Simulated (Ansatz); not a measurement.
**Screening in SnO2 (Cassiterite)**

How strongly does SnO2 (Cassiterite) screen? Routes: perturbation theory and the RPA step of G0W0.

Program: Ansatz 0.2.0. Level of theory: linear response on PBE, plane waves, PAW. Results are calculated unless marked as measured.

## Step 1: The structure

Symmetry: P4_2/mnm, No. 136, tetragonal system. Conventional cell: a = 4.738 Å, b = 4.738 Å, c = 3.187 Å, α = 90.00°, β = 90.00°, γ = 90.00°. Nearest to Sn lie 6 O at 2.05 to 2.06 Å. Nearest to O lie 3 Sn at 2.05 to 2.06 Å. Farther neighbours and most contacts between anions are not listed.

The cell and positions come from the Crystallography Open Database and are kept as given unless a step says otherwise. The default PAW set here is soft_2. Its files were made with PBE.

## Step 2: Response to a homogeneous field

ε∞ sets how strongly the crystal screens. Perturbation theory gives it with local fields and without a sum over empty bands.

This step: dielectric response by perturbation theory, PBE, plane waves, PAW.

input.yaml reads:

```yaml
crystal:
  lattice:
    - [4.738, 0.0, 0.0]
    - [0.0, 4.738, 0.0]
    - [0.0, 0.0, 3.1865]
  atoms:
    - { symbol: Sn, position: [0.0, 0.0, 0.0] }
    - { symbol: Sn, position: [0.5, 0.5, 0.5] }
    - { symbol: O, position: [0.3071, 0.3071, 0.0] }
    - { symbol: O, position: [0.1929, 0.8071, 0.5] }
    - { symbol: O, position: [0.6929, 0.6929, 0.0] }
    - { symbol: O, position: [0.8071, 0.1929, 0.5] }
kpoints:
  mp_grid: { grid: [4, 4, 6] }
hamiltonian:
  xc: pbe
scf:
  occupations: { method: fixed }
dielectric: {}
```

The run is started by

```bash
$ ansatz run input.yaml --threads 3 --pin off --max-ram 64512MiB --backend cuda --events-out ev --progress --plain --runs-dir out --devices 1 --max-vram 24GiB  # rebuilt from the run's record
```

Numbers of over 12 decimals in the logs are rounded to 6 here.

Output:

```text
GPUs: using 1 of 1 available (devices: 1).
Engine: ansatz 0.2.0, x86_64-unknown-linux-gnu
Pseudopotentials: kind: paw
Pseudopotential: Sn, paw, valence charge 14, recommended cutoff 420 eV (normal), Sn.paw.azcp
Pseudopotential: O, paw, valence charge 6, recommended cutoff 420 eV (normal), O.paw.azcp
Functional definition: PBE
  parameter kappa = 0.804
  parameter beta = 0.066725
  exchange = pbe_x(kappa = kappa, mu = beta*pi^2/3)
  correlation = pbe_c(beta = beta)
device memory: the entry about to start is reckoned to put 1.7 GiB on a device that reports 67.2 GiB free (of which the cap on the GPU budget leaves the run 24.0 GiB)
GPU FFT provider: cuFFT
GPU libraries: cuBLAS 13.8.1, cuFFT 12.4.0, cuSOLVER 12.3.2
Crystal: 6 atoms, lattice volume = 71.533 Å³
Basis set: ecut = 420 eV, 1411 PW (Γ), exchange–correlation on 64×64×48 points (8 copies of the dense FFT grid, shifted against one another)
Bands: 32, of which v1, the nominal top of the filled ones, is band 26 counted from 1 (25 counted from 0)
Symmetry: 16 space group operations
k-points: 42 of 96 (irreducible under 2 space group operations, time reversal used)
Non-local potential: Sn, projectors of the file, l = 0: 2, l = 1: 2, l = 2: 2, l = 3: 2
Non-local potential: O, projectors of the file, l = 0: 2, l = 1: 2, l = 2: 1
PAW form: soft (Blöchl's): semilocal exchange-correlation on the pseudo side does not see the compensation charge
PAW one-centre angular grid: Sn, 590 points (default); XC on 64 Gauss nodes
PAW one-centre angular grid: O, 110 points (default); XC on 64 Gauss nodes
Initial density: superposition of atomic densities (neutral atoms: chi_scale 0, normalization atom), corrected by the library's trained network
Initial wavefunctions: pseudopotential atomic-orbital guess
GPU buffer pool allocated for 24576 grid points (all kernels)
GPU transforms: local potential and band sums: pruned to the plane-wave sphere, on 32×32×24
Functional: x = pbe(κ = 0.804, μ = 0.219515), c = pbe(β = 0.066725)
SCF iter   1: F=—  HF=-14317.835835 eV  |F-HF|=—  |Δ(HF+E_count)|=         —  Δρ=1.08e-3  dr2=2.71e-4  ethr=1.77e-3  ⟨swp⟩=4.0  Hψ=5214  notcnv=0  defer=168
preconditioner: auto → Resta (q_TF=auto, 2.587 Å⁻¹)  ε∞=3.6  [insulator: Δε(μ)=1.283 eV  Ē_g=19.761 eV  n_scr=18 (ndim 8)  ℏωp=31.7 eV  f_vac=0.027  ε∞_Penn≈3.6]
SCF iter   2: F=—  HF=-14317.837654 eV  |F-HF|=—  |Δ(HF+E_count)|=   1.82e-3  Δρ=6.13e-4  dr2=8.50e-5  ethr=5.22e-7  ⟨swp⟩=2.6  Hψ=2907  notcnv=0  defer=168
SCF iter   3: F=—  HF=-14317.838014 eV  |F-HF|=—  |Δ(HF+E_count)|=   3.60e-4  Δρ=2.45e-4  dr2=2.15e-5  ethr=1.63e-7  ⟨swp⟩=2.0  Hψ=1768  notcnv=0  defer=168
SCF iter   4: F=—  HF=-14317.837968 eV  |F-HF|=—  |Δ(HF+E_count)|=   4.61e-5  Δρ=4.60e-5  dr2=1.28e-6  ethr=4.13e-8  ⟨swp⟩=2.0  Hψ=1767  notcnv=0  defer=109
SCF iter   5: F=—  HF=-14317.838193 eV  |F-HF|=—  |Δ(HF+E_count)|=   2.25e-4  Δρ=9.80e-6  dr2=4.76e-8  ethr=2.47e-9  ⟨swp⟩=2.0  Hψ=2222  notcnv=0  defer=84
SCF iter   6: F=—  HF=-14317.838193 eV  |F-HF|=—  |Δ(HF+E_count)|=   8.21e-8  Δρ=2.54e-6  dr2=2.52e-9  ethr=9.15e-11  ⟨swp⟩=2.9  Hψ=2355  notcnv=0  defer=84
SCF iter   7: F=—  HF=-14317.838193 eV  |F-HF|=—  |Δ(HF+E_count)|=   1.13e-9  Δρ=6.67e-7  dr2=2.51e-10  ethr=4.85e-12  ⟨swp⟩=2.0  Hψ=2348  notcnv=0  defer=84
SCF iter   8: F=-14317.838193 eV  HF=-14317.838193 eV  |F-HF|=7.28e-12  |Δ(HF+E_count)|=  1.73e-10  Δρ=1.40e-7  dr2=1.42e-11  ethr=1.00e-12  ⟨swp⟩=9.5  Hψ=5316  notcnv=0
SCF 1 converged in 8 iterations: F = -14317.838193 eV  dr2 = 1.42e-11
  greatest PAW one-centre occupation: 0.996 electrons in one spin orbital (limit 2), on the Sn atom at site 0 (counted from 0), in its partial waves of l = 2
the response reads at least the filled bands of the reference SCF and the lowest empty band at each k-point, and that SCF's band table does not vouch for those bands. The notice of the band table in this run's record says why
device memory: the entry about to start is reckoned to put 0.1 GiB on a device that reports 67.1 GiB free (of which the cap on the GPU budget leaves the run 24.0 GiB)
device memory: the entry about to start is reckoned to put 1.3 GiB on a device that reports 67.1 GiB free (of which the cap on the GPU budget leaves the run 24.0 GiB)
DFPT response loops at Γ: preconditioner auto → Resta (q_TF=auto, 2.587 Å⁻¹)  ε∞=6.8 (no band partly filled); β = 1.00, the filter's whole step (`scf.mixing.beta` (0.50) is not read by the response loops at its default; to damp them type it under 1.00, their step now; it binds the ground state too); Broyden in place of MSR1
── the response to a field inside a basis, on 6×6×8 k-points: an SCF that follows is theirs, and a resumed run solves both again ──
device memory: the entry about to start is reckoned to put 0.2 GiB on a device that reports 66.8 GiB free (of which the cap on the GPU budget leaves the run 24.0 GiB)
GPU FFT provider: cuFFT
GPU libraries: cuBLAS 13.8.1, cuFFT 12.4.0, cuSOLVER 12.3.2
Bands: 27, of which v1, the nominal top of the filled ones, is band 26 counted from 1 (25 counted from 0)
k-points: 24 of 288
Initial density: handed on by an earlier stage of this run
Initial wavefunctions: pseudopotential atomic-orbital guess (no wavefunctions were taken with the density)
GPU buffer pool allocated for 24576 grid points (all kernels)
GPU transforms: band sums: pruned to the plane-wave sphere, on 32×32×24
Eigensolver: Dense (24 Hₖ)
SCF iter   1: F=—  HF=-14317.804366 eV  |F-HF|=—  |Δ(HF+E_count)|=         —  Δρ=4.52e-4  dr2=3.33e-5  ethr=1.00e-1
preconditioner: auto → Resta (q_TF=auto, 2.587 Å⁻¹)  ε∞=4.7  [insulator: Δε(μ)=1.986 eV  Ē_g=16.432 eV  n_scr=18 (ndim 8)  ℏωp=31.7 eV  f_vac=0.027  ε∞_Penn≈4.7]
SCF iter   2: F=—  HF=-14317.804369 eV  |F-HF|=—  |Δ(HF+E_count)|=   3.41e-6  Δρ=1.86e-4  dr2=7.79e-6  ethr=6.41e-8
SCF iter   3: F=—  HF=-14317.804373 eV  |F-HF|=—  |Δ(HF+E_count)|=   3.50e-6  Δρ=6.79e-5  dr2=8.31e-7  ethr=1.50e-8
SCF iter   4: F=-14317.804373 eV  HF=-14317.804373 eV  |F-HF|=4.82e-9  |Δ(HF+E_count)|=   3.84e-7  Δρ=6.45e-6  dr2=2.76e-8  ethr=1.60e-9
SCF 1 converged in 4 iterations: F = -14317.804373 eV  dr2 = 2.76e-8
  greatest PAW one-centre occupation: 0.996 electrons in one spin orbital (limit 2), on the Sn atom at site 1 (counted from 0), in its partial waves of l = 2
device memory: the entry about to start is reckoned to put 0.1 GiB on a device that reports 66.9 GiB free (of which the cap on the GPU budget leaves the run 23.9 GiB)
device memory: the entry about to start is reckoned to put 1.5 GiB on a device that reports 66.9 GiB free (of which the cap on the GPU budget leaves the run 23.9 GiB)
DFPT response loops at Γ: preconditioner auto → Resta (q_TF=auto, 2.587 Å⁻¹)  ε∞=5.5 (no band partly filled); β = 1.00, the filter's whole step (`scf.mixing.beta` (0.50) is not read by the response loops at its default; to damp them type it under 1.00, their step now; it binds the ground state too); Broyden in place of MSR1
SCF converged after 8 iterations
Free energy (F): -14317.838193 eV
Harris-Foulkes:  -14317.838193 eV  (|F-HF|=7.28e-12)
Internal energy: -14317.838193 eV  (E = F + TS)
E sigma→0 (E₀):  -14317.838193 eV
Fermi energy:    9.527108 eV
--- Per-component energies (eV) ---
  E_band       = -114.466640
  E_kinetic    = 1085.326323
  E_local      = -2860.965559  (includes V_loc(G=0)·N_el)
  E_nonlocal   = 134.899376
  E_hartree    = 1491.162661
  E_xc         = -1054.963249
  E_vxc        = -564.077077  (∫ρ·V_xc dr)
  E_paw        = -8930.455982  (= ΣΔE_a)
  E_vpaw       = -891.985069  (= ΣTr[D̂ρ^β])
  E_aug_tail   = 0.010016  (compensation charges beyond the density's cutoff)
  E_ewald      = -4182.851779
  E_smearing   = -0.000000  (= −TS)
  E_closure    = -0.000000  (closes the sum)
  Σ components = -14317.838193   (vs F -14317.838193, Δ=0.00e0)
--- Band table (eV; the first three rows and the last of 42) ---
  k-point 0: bands = [... 22 lower, 8.3047, 8.7532, 8.7532, 9.5271, 10.8088, 15.6950, 15.8966, 15.8966, ... 2 higher]
  k-point 1: bands = [... 22 lower, 7.3870, 8.7740, 8.7740, 9.2974, 12.3011, 16.1970, 16.9813, 16.9813, ... 2 higher]
  k-point 2: bands = [... 22 lower, 7.1214, 8.5390, 8.5390, 8.6798, 14.3615, 16.4989, 18.4075, 18.9674, ... 2 higher]
  k-point 41: bands = [... 22 lower, 8.5580, 8.5580, 8.6927, 8.6927, 14.4669, 14.4669, 18.4242, 18.4242, ... 2 higher]
--- Dielectric response (ions clamped): 3 representative field directions + reference, inside a basis on a mesh of 288 k-points (Σ response iterations 18) ---
  ε∞ (high-frequency dielectric tensor):
        4.333715     0.000000     0.000000
        0.000000     4.333715     0.000000
        0.000000     0.000000     4.674867
  Born effective charges Z* (e; rows j = field, columns β = displacement):
    site 0:
         4.12663    0.46828    0.00000
         0.46828    4.12663    0.00000
         0.00000    0.00000    4.53913
    site 1:
         4.12663   -0.46828    0.00000
        -0.46828    4.12663    0.00000
         0.00000    0.00000    4.53913
    site 2:
        -2.06332   -0.73047   -0.00000
        -0.73047   -2.06332   -0.00000
        -0.00000   -0.00000   -2.26956
    site 3:
        -2.06332    0.73047   -0.00000
         0.73047   -2.06332    0.00000
         0.00000   -0.00000   -2.26956
    site 4:
        -2.06332   -0.73047   -0.00000
        -0.73047   -2.06332   -0.00000
        -0.00000   -0.00000   -2.26956
    site 5:
        -2.06332    0.73047   -0.00000
         0.73047   -2.06332    0.00000
         0.00000   -0.00000   -2.26956
  Z* charge neutrality: 9.555e-3 e pre-enforcement
  solved inside a basis spanned on kpoints, on 6×6×8 k-points, its susceptibility summed on 8×8×12: ε∞ is read to err by 1.6e-2, Z* by 3.3e-2 e (field_mesh: kpoints solves on kpoints); Z* is corrected for what the basis lacks
```

Run time: 11 s. Hardware: 1 × NVIDIA H100 80GB HBM3 (shared by 3 runs) with 3 threads of AMD EPYC 7R13 (Zen 3), shared host; peak memory 1.4 GiB; 21 s of CPU time.

The column dr2 measures how far the density is from self-consistency, as an energy; F and HF (Harris–Foulkes) agree once it is small.

This step gave:

```yaml
stated_error_of_eps_infinity: 0.016
```

One over ε∞ averages 0.23, near the quarter of exact exchange in PBE0.

High-frequency dielectric tensor:

```
4.33 0.00 0.00
0.00 4.33 0.00
0.00 0.00 4.67
```

Born effective charge (e), principal values of the symmetric part by kind of site:

```tsv
atom	atoms with these values	low	middle	high	mean
Sn1	2	3.66	4.54	4.59	4.26
O3	4	-2.79	-2.27	-1.33	-2.13
```

In full for O3:

```
-2.06 -0.73  0.00
-0.73 -2.06  0.00
 0.00  0.00 -2.27
```

## Step 3: RPA screening from the G0W0 run

G0W0 replaces the xc potential by the self-energy, built once from these orbitals. Only a window of levels is corrected, while the sums run over the empty bands that the input names.

This step: G0W0 on PBE, plane waves, PAW.

Edit input.yaml of step 2 so:

```diff
@@ -13,3 +13,3 @@
 kpoints:
-  mp_grid: { grid: [4, 4, 6] }
+  mp_grid: { grid: [4, 4, 4] }
 hamiltonian:
@@ -18,2 +18,7 @@
   occupations: { method: fixed }
-dielectric: {}
+gw:
+  n_empty_bands: 459
+  ecut_chi: 200.0
+  qp_bands: [v2, c2]
+  qp_kpoints: band_edges
+  screening: { model: contour_deformation }
```

Output:

```text
GPUs: using 1 of 1 available (devices: 1).
[...]
GPU FFT provider: cuFFT
GPU libraries: cuBLAS 13.8.1, cuFFT 12.4.0, cuSOLVER 12.3.2
Crystal: 6 atoms, lattice volume = 71.533 Å³
Basis set: ecut = 420 eV, 1411 PW (Γ)
Bands: 32, of which v1, the nominal top of the filled ones, is band 26 counted from 1 (25 counted from 0)
[... 1 set-up line as in the run before ...]
[...]
k-points: 18 of 64
[...]
2    28     15.7701   -14.7508    -4.9211   -20.7659  0.7842    16.8879    16.8641  root
[...]
17    25      8.6943   -26.6246     5.2257   -20.3046  0.7424     7.5707     7.6000  root
    17    26      8.6943   -26.6246     5.2257   -20.3046  0.7424     7.5707     7.6000  root
    17    27     14.4679   -13.3307    -4.4957   -18.6872  0.8088    15.3390    15.3286  root
    17    28     14.4679   -13.3307    -4.4957   -18.6872  0.8088    15.3390    15.3286  root
[key lines of the parts left out:]
SCF converged after 6 iterations
Free energy (F): -14317.829556 eV
Fermi energy:    9.528859 eV
```

Wall time 20 s (1 × NVIDIA H100 80GB HBM3 (shared by 3 runs) with 3 threads); peak memory 2 GiB.

This step gave:

| Item | Value |
| --- | --- |
| bands summed | 485 |
| RPA ε∞ on this mesh (eigenvalues) | 4.441, 4.441, 4.711 |
| plane waves in the screening matrix | 471 |
| G0W0 gap on the mesh | 2.824 eV |
| k of the valence top | 0, 0, 0 |
| k of the conduction bottom | 0, 0, 0 |
| starting gap on the mesh | 1.281 eV |
| least direct G0W0 gap on the computed points | 2.824 eV |

The gap on the mesh goes from 1.28 eV to 2.82 eV, a correction of +1.54 eV. Between the two edge states, bare exchange in place of the xc potential would open the gap by 10.18 eV, and correlation takes back 8.64 eV.

Mean over the mesh in bins of 0.25 1/Å. Static inverse dielectric function, diagonal against length of q+G:

length of q+G (Å⁻¹), static inverse dielectric function, diagonal and a bar from the least value:
```
     0.33      0.265 
     0.54      0.291 #
     0.74      0.336 ###
     1.01      0.396 #####
     1.25      0.454 ########
     1.50      0.507 ##########
     1.74      0.562 ############
     2.02      0.619 ###############
     2.25      0.664 #################
     2.50      0.707 ###################
     2.76      0.746 ####################
     3.01      0.779 ######################
     3.25      0.807 #######################
     3.50      0.830 ########################
     3.75      0.852 #########################
     4.00      0.870 #########################
     4.25      0.887 ##########################
     4.51      0.901 ###########################
     4.75      0.913 ###########################
     5.01      0.925 ############################
     5.25      0.935 ############################
     5.50      0.944 ############################
     5.75      0.952 #############################
     6.00      0.959 #############################
     6.25      0.965 #############################
     6.50      0.970 ##############################
     6.75      0.975 ##############################
     7.00      0.979 ##############################
     7.18      0.981 ##############################
```

## Step 4: The values together

Times are wall times on 1 × NVIDIA H100 80GB HBM3 (shared by 3 runs) with 3 threads of AMD EPYC 7R13 (Zen 3), shared host, good to a factor of about two.

```tsv
method	mesh	ε∞, low	middle	high	mean	time
perturbation theory (local fields and xc kernel)	4×4×6 (response on 288 points)	4.33	4.33	4.67	4.45	11 s
RPA with local fields, on the GW mesh	4×4×4	4.44	4.44	4.71	4.53	20 s
```

## Step 5: Results

```yaml
perturbation_theory_local_fields_and_xc_kernel: 4.33, 4.33, 4.67
rpa_with_local_fields_on_the_gw_mesh: 4.44, 4.44, 4.71
```

In words: Mean Born effective charge: Sn1 4.26, O3 -2.13 e. The RPA values on the 4×4×4 mesh average 1.02 times those of perturbation theory (means 4.53 and 4.45). Without the xc kernel RPA should lie a little lower; it lies higher here. Perturbation theory sums its response on a denser mesh of its own, so the coarser sum of the GW run is the likely cause. PBE usually puts the gap too low, which tends to raise ε∞. Ions are clamped, so the lattice part of the static constant is not in these numbers.

[Paths, hosts, dates, memory and timing lines, banners, echoed tables and standing remarks are left out of the program output.]

[Logs are printed without paths, hosts, clocks, repeated set-up lines and the standing remarks that a program may print on its own settings, such as how far it seeks lower states.]

[Runs of the session that timed out or met a known fault of the program may be left out.]

[Cells called generated may have been cut or substituted from an entry of the Crystallography Open Database or the Materials Project.]

[Hosts, paths, dates, database ids (printed as entryN), source tags and the programs' standing remarks are cut or masked in the printed files.]
